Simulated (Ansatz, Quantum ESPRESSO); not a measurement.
# ZnRe in the Bh ordering: electron–phonon coupling with Quantum ESPRESSO, part 2 of 3

Each step names its level of theory.

So far. Step 2 (Tight relaxation): The largest force is now zero by symmetry and the largest stress component 9.4e-4 GPa. Step 3 (Second program, ground state): With these potentials, mesh and smearing the cell is at -0.025 GPa. The relaxed cell has a = 2.715, c = 4.411 Å (conventional setting).

The structure was built from a prototype and need not be the compound's stable phase.

### 4. Phonons and couplings with ph.x: cold smearing of 0.2 eV

Level of this step: DFT PBEsol, scalar-relativistic, plane waves, GBRV ultrasoft pseudopotentials (Quantum ESPRESSO).

ph.x gives each mode's frequency and linewidth; λ of a mode follows from Gaussian double-delta sums over the k mesh, here at four widths.

Input file ph.in:

```
phonons and couplings
&INPUTPH
  prefix          = 'x'
  outdir          = './tmp'
  tr2_ph          = 1.0d-15
  fildyn          = 'x.dyn'
  fildvscf        = 'dvscf'
  ldisp           = .true.
  nq1             = 2
  nq2             = 2
  nq3             = 2
  electron_phonon = 'simple'
  el_ph_ngauss    = 0
  el_ph_sigma     = 0.00734986
  el_ph_nsigma    = 4
  alpha_mix(1)    = 0.5
  amass(1)        = 186.207
  amass(2)        = 65.38
/
```

On the command line:

```console
OMP_NUM_THREADS=1 mpirun -n 4 ph.x -nk 4 -in ph.in > ph.x.log
```

Output:

```text
[banner, memory and clock lines left out]
Program PHONON v.7.5

     ./tmp/x.save/

     IMPORTANT: XC functional enforced from input :
     Exchange-correlation= PBESOL
                           (   1   4  10   8   0   0   0)
     Any further DFT definition will be discarded
     Please, verify this is what you really want

     G-vector sticks info

     negative rho (up, down):  1.404E-01 0.000E+00
     Reading collected, re-writing distributed wavefunctions in ./tmp/

     Dynamical matrices for ( 2, 2, 2)  uniform grid of q-points
     (   4 q-points):
       N         xq(1)         xq(2)         xq(3)
       1   0.000000000   0.000000000   0.000000000
       2   0.000000000   0.000000000  -0.307734694
       3  -0.000000603  -0.577350269   0.000000000
       4  -0.000000603  -0.577350269  -0.307734694

     Number and degeneracy of irreps per q-point
       N         xq(1)         xq(2)         xq(3)   N irreps
Eigenvectors exchange needed    1    3
Eigenvectors exchange needed    3    4
       1   0.000000000   0.000000000   0.000000000       4
        2   2   1   1
       2   0.000000000   0.000000000  -0.307734694       4
        1   1   2   2
       3  -0.000000603  -0.577350269   0.000000000       6
     No degeneracy
       4  -0.000000603  -0.577350269  -0.307734694       6
     No degeneracy

     Saving dvscf to file. Distribute only q points, not irreducible representations.

     Calculation of q =    0.0000000   0.0000000   0.0000000

     phonons and couplings

     bravais-lattice index     =            0
     lattice parameter (alat)  =       5.1300  a.u.
     unit-cell volume          =     189.9699 (a.u.)^3
     number of atoms/cell      =            2
     number of atomic types    =            2
     kinetic-energy cut-off    =      52.0000  Ry
     charge density cut-off    =     416.0000  Ry
     convergence threshold     =      1.0E-15
     beta                      =       0.5000
     number of iterations used =            4
     Exchange-correlation= PBESOL
                           (   1   4  10   8   0   0   0)

     celldm(1)=    5.13003  celldm(2)=    0.00000  celldm(3)=    0.00000
     celldm(4)=    0.00000  celldm(5)=    0.00000  celldm(6)=    0.00000

     crystal axes: (cart. coord. in units of alat)
               a(1) = (  1.0000 -0.0000  0.0000 )
               a(2) = ( -0.5000  0.8660  0.0000 )
               a(3) = (  0.0000  0.0000  1.6248 )

     reciprocal axes: (cart. coord. in units 2 pi/alat)
               b(1) = (  1.0000  0.5773 -0.0000 )
               b(2) = (  0.0000  1.1547 -0.0000 )
               b(3) = ( -0.0000 -0.0000  0.6155 )

     Atoms inside the unit cell:

     Cartesian axes

     site n.  atom      mass           positions (alat units)
        1  Re    186.2070   tau(    1) = (    0.00000    0.57735    0.40619  )
        2  Zn     65.3800   tau(    2) = (    0.50000    0.28867    1.21858  )

     Computing dynamical matrix for
                    q = (   0.0000000   0.0000000   0.0000000 )

      7 Sym.Ops. (with q -> -q+G )

     G cutoff =  277.3154  (  27199 G-vectors)     FFT grid: ( 36, 36, 60)
     G cutoff =  138.6577  (   9621 G-vectors)  smooth grid: ( 24, 24, 40)

     number of k points=    48  Marzari-Vanderbilt smearing, width (Ry)=  0.0147

     PseudoPot. # 1 for Re read from file:
     ./pseudo/Re.upf
     Pseudo is Ultrasoft + core correction, Zval = 15.0
     Using radial grid of  981 points,  8 beta functions with:
                l(1) =   0
                l(2) =   0
                l(3) =   1
                l(4) =   1
                l(5) =   2
                l(6) =   2
                l(7) =   3
                l(8) =   3
     Q(r) pseudized with  8 coefficients,  rinner =    1.150   1.150   1.150
                                                       1.150   1.150   1.150
                                                       1.150

     PseudoPot. # 2 for Zn read from file:
     ./pseudo/Zn.upf
     Pseudo is Ultrasoft, Zval = 20.0
     Using radial grid of  943 points,  6 beta functions with:
                l(1) =   0
                l(2) =   0
                l(3) =   1
                l(4) =   1
                l(5) =   2
                l(6) =   2
     Q(r) pseudized with  8 coefficients,  rinner =    1.100   1.100   1.100
                                                       1.100   1.100

     Mode symmetry, C_3h (-6)   point group:

     Atomic displacements:
     There are    4 irreducible representations

     Representation     1      2 modes -  To be done

     Representation     2      2 modes -  To be done

     Representation     3      1 modes -  To be done

     Representation     4      1 modes -  To be done

     Alpha used in Ewald sum =   2.8000

     negative rho (up, down):  1.404E-01 0.000E+00

     Representation #   1 modes #   1   2

     Self-consistent Calculation

     Pert. #  1: Fermi energy shift (Ry) =     6.9389E-18    -6.2693E-38
     Pert. #  2: Fermi energy shift (Ry) =    -4.6259E-18     4.7020E-38

      thresh= 1.000E-02 alpha_mix =  0.500 |ddv_scf|^2 =  1.784E-05

     Pert. #  1: Fermi energy shift (Ry) =     1.7347E-18    -9.7958E-40
     Pert. #  2: Fermi energy shift (Ry) =     8.6736E-19     7.3468E-40

      thresh= 4.224E-04 alpha_mix =  0.500 |ddv_scf|^2 =  2.251E-06

     Pert. #  1: Fermi energy shift (Ry) =     1.0842E-19     0.0000E+00
     Pert. #  2: Fermi energy shift (Ry) =    -9.0350E-20     0.0000E+00

      thresh= 1.500E-04 alpha_mix =  0.500 |ddv_scf|^2 =  7.951E-09

     Pert. #  1: Fermi energy shift (Ry) =     1.4456E-19    -3.0612E-41
     Pert. #  2: Fermi energy shift (Ry) =    -8.6736E-19     2.2959E-41

      thresh= 8.917E-06 alpha_mix =  0.500 |ddv_scf|^2 =  2.804E-10

     Pert. #  1: Fermi energy shift (Ry) =     5.7824E-19     3.8265E-42
     Pert. #  2: Fermi energy shift (Ry) =    -7.2280E-19    -2.8699E-42

      thresh= 1.675E-06 alpha_mix =  0.500 |ddv_scf|^2 =  7.390E-12

     Pert. #  1: Fermi energy shift (Ry) =     1.4456E-19     0.0000E+00
     Pert. #  2: Fermi energy shift (Ry) =    -6.5052E-19     0.0000E+00

      thresh= 2.718E-07 alpha_mix =  0.500 |ddv_scf|^2 =  3.039E-13

     Pert. #  1: Fermi energy shift (Ry) =     4.3368E-19     0.0000E+00
     Pert. #  2: Fermi energy shift (Ry) =    -2.8912E-19     0.0000E+00

      thresh= 5.513E-08 alpha_mix =  0.500 |ddv_scf|^2 =  3.630E-15

     Pert. #  1: Fermi energy shift (Ry) =     4.3368E-19     0.0000E+00
     Pert. #  2: Fermi energy shift (Ry) =    -4.3368E-19     0.0000E+00

      thresh= 6.025E-09 alpha_mix =  0.500 |ddv_scf|^2 =  1.211E-16

     End of self-consistent calculation

     Convergence has been achieved

[...]
1.100   1.100

     atomic species   valence    mass     pseudopotential
     Re               15.00   186.20700     Re( 1.00)
     Zn               20.00    65.38000     Zn( 1.00)

      6 Sym. Ops. (no inversion) found

   Cartesian axes

     site n.     atom                  positions (alat units)
         1        Re     tau(   1) = (   0.0000006   0.5773503   0.4061940  )
         2        Zn     tau(   2) = (   0.5000003   0.2886746   1.2185821  )

     number of k points=   272  Marzari-Vanderbilt smearing, width (Ry)=  0.0147

     Number of k-points >= 100: set verbosity='high' to print them.

     Dense  grid:    27199 G-vectors     FFT dimensions: (  36,  36,  60)

     Smooth grid:     9621 G-vectors     FFT dimensions: (  24,  24,  40)

     The potential is recalculated from file :
     ./tmp/_ph0/x.q_4/x.save/charge-density

     negative rho (up, down):  1.404E-01 0.000E+00
     Starting wfcs are   26 atomic +    2 random wfcs

     Band Structure Calculation
     Davidson diagonalization with overlap

     ethr =  2.86E-11,  avg # of iterations = 15.8

     End of band structure calculation

     Number of k-points >= 100: set verbosity='high' to print the bands.

     the Fermi energy is    20.0499 ev

     Writing config to output data dir ./tmp/_ph0/x.q_4/x.save/ :
     XML data file

     phonons and couplings

     bravais-lattice index     =            0
     lattice parameter (alat)  =       5.1300  a.u.
     unit-cell volume          =     189.9699 (a.u.)^3
     number of atoms/cell      =            2
     number of atomic types    =            2
     kinetic-energy cut-off    =      52.0000  Ry
     charge density cut-off    =     416.0000  Ry
     convergence threshold     =      1.0E-15
     beta                      =       0.5000
     number of iterations used =            4
     Exchange-correlation= PBESOL
                           (   1   4  10   8   0   0   0)

     celldm(1)=    5.13003  celldm(2)=    0.00000  celldm(3)=    0.00000
     celldm(4)=    0.00000  celldm(5)=    0.00000  celldm(6)=    0.00000

     crystal axes: (cart. coord. in units of alat)
               a(1) = (  1.0000 -0.0000  0.0000 )
               a(2) = ( -0.5000  0.8660  0.0000 )
               a(3) = (  0.0000  0.0000  1.6248 )

     reciprocal axes: (cart. coord. in units 2 pi/alat)
               b(1) = (  1.0000  0.5773 -0.0000 )
               b(2) = (  0.0000  1.1547 -0.0000 )
               b(3) = ( -0.0000 -0.0000  0.6155 )

     Atoms inside the unit cell:

     Cartesian axes

     site n.  atom      mass           positions (alat units)
        1  Re    186.2070   tau(    1) = (    0.00000    0.57735    0.40619  )
        2  Zn     65.3800   tau(    2) = (    0.50000    0.28867    1.21858  )

     Computing dynamical matrix for
                    q = (  -0.0000006  -0.5773503  -0.3077347 )

      3 Sym.Ops. (with q -> -q+G )

     G cutoff =  277.3154  (  27199 G-vectors)     FFT grid: ( 36, 36, 60)
     G cutoff =  138.6577  (   9621 G-vectors)  smooth grid: ( 24, 24, 40)

     number of k points=   272  Marzari-Vanderbilt smearing, width (Ry)=  0.0147

     PseudoPot. # 1 for Re read from file:
     ./pseudo/Re.upf
     Pseudo is Ultrasoft + core correction, Zval = 15.0
     Using radial grid of  981 points,  8 beta functions with:
[...]
l(7) =   3
                l(8) =   3
     Q(r) pseudized with  8 coefficients,  rinner =    1.150   1.150   1.150
                                                       1.150   1.150   1.150
                                                       1.150

     PseudoPot. # 2 for Zn read from file:
     ./pseudo/Zn.upf
     Pseudo is Ultrasoft, Zval = 20.0
     Using radial grid of  943 points,  6 beta functions with:
                l(1) =   0
                l(2) =   0
                l(3) =   1
                l(4) =   1
                l(5) =   2
                l(6) =   2
     Q(r) pseudized with  8 coefficients,  rinner =    1.100   1.100   1.100
                                                       1.100   1.100

     Atomic displacements:
     There are    6 irreducible representations

     Representation     1      1 modes -  To be done

     Representation     2      1 modes -  To be done

     Representation     3      1 modes -  To be done

     Representation     4      1 modes -  To be done

     Representation     5      1 modes -  To be done

     Representation     6      1 modes -  To be done

     Alpha used in Ewald sum =   2.8000

     negative rho (up, down):  1.404E-01 0.000E+00

     Representation #   1 mode #   1

     Self-consistent Calculation

[...]
End of self-consistent calculation

     Convergence has been achieved

     Representation #   2 mode #   2

     Self-consistent Calculation

[...]
End of self-consistent calculation

     Convergence has been achieved

     Representation #   3 mode #   3

     Self-consistent Calculation

[...]
End of self-consistent calculation

     Convergence has been achieved

     Representation #   4 mode #   4

     Self-consistent Calculation

[...]
End of self-consistent calculation

     Convergence has been achieved

     Representation #   5 mode #   5

     Self-consistent Calculation

[...]
End of self-consistent calculation

     Convergence has been achieved

     Representation #   6 mode #   6

     Self-consistent Calculation

[...]
thresh= 1.449E-04 alpha_mix =  0.500 |ddv_scf|^2 =  3.883E-07

      thresh= 6.232E-05 alpha_mix =  0.500 |ddv_scf|^2 =  3.692E-08

      thresh= 1.922E-05 alpha_mix =  0.500 |ddv_scf|^2 =  1.744E-09

      thresh= 4.176E-06 alpha_mix =  0.500 |ddv_scf|^2 =  5.729E-11

      thresh= 7.569E-07 alpha_mix =  0.500 |ddv_scf|^2 =  5.060E-12

      thresh= 2.250E-07 alpha_mix =  0.500 |ddv_scf|^2 =  1.048E-13

      thresh= 3.237E-08 alpha_mix =  0.500 |ddv_scf|^2 =  2.580E-15

      thresh= 5.079E-09 alpha_mix =  0.500 |ddv_scf|^2 =  3.083E-16

     End of self-consistent calculation

     Convergence has been achieved

     Number of q in the star =    3
     List of q in the star:
          1  -0.000000603  -0.577350269  -0.307734694
          2  -0.499999698   0.288675657  -0.307734694
          3   0.500000302   0.288674612  -0.307734694

     Diagonalizing the dynamical matrix

     q = (   -0.000000603  -0.577350269  -0.307734694 )

 **************************************************************************
     freq (    1) =       2.302662 [THz] =      76.808530 [cm-1]
     freq (    2) =       3.635730 [THz] =     121.274898 [cm-1]
     freq (    3) =       3.727038 [THz] =     124.320593 [cm-1]
     freq (    4) =       4.886177 [THz] =     162.985321 [cm-1]
     freq (    5) =       6.394362 [THz] =     213.292974 [cm-1]
     freq (    6) =       7.343012 [THz] =     244.936508 [cm-1]
 **************************************************************************

     Gaussian Broadening:   0.007 Ry, ngauss=   0
     DOS =  9.655582 states/spin/Ry/Unit Cell at Ef= 20.048641 eV
     double delta at Ef =159.209659
[...]
Gaussian Broadening:   0.015 Ry, ngauss=   0
     DOS =  9.356916 states/spin/Ry/Unit Cell at Ef= 20.044023 eV
     double delta at Ef =128.340300
[...]
Gaussian Broadening:   0.022 Ry, ngauss=   0
     DOS =  8.985299 states/spin/Ry/Unit Cell at Ef= 20.039457 eV
     double delta at Ef =118.555680
[...]
lambda(    5)=  0.0238   gamma=    8.36 GHz
     lambda(    6)=  0.0045   gamma=    2.10 GHz

     Gaussian Broadening:   0.029 Ry, ngauss=   0
     DOS =  8.666099 states/spin/Ry/Unit Cell at Ef= 20.031012 eV
     double delta at Ef =118.647400
     lambda(    1)=  0.3890   gamma=   17.07 GHz
     lambda(    2)=  0.3361   gamma=   36.77 GHz
     lambda(    3)=  0.0158   gamma=    1.82 GHz
     lambda(    4)=  0.0434   gamma=    8.57 GHz
     lambda(    5)=  0.0214   gamma=    7.25 GHz
     lambda(    6)=  0.0079   gamma=    3.51 GHz
```

Run time: 23 min. Hardware: 4 MPI ranks of Arm Neoverse V1, shared host; 1.5 h of CPU time.

This step gave:

```
highest frequency, solved or plainly interpolated : 248.6 cm⁻¹
```

[end of part 2 of 3]

[Logs are printed without paths, hosts, clocks, repeated set-up lines and the standing remarks that a program may print on its own settings, such as how far it seeks lower states.]

[Hosts, paths, dates, database ids (printed as entryN), source tags and the programs' standing remarks are cut or masked in the printed files.]
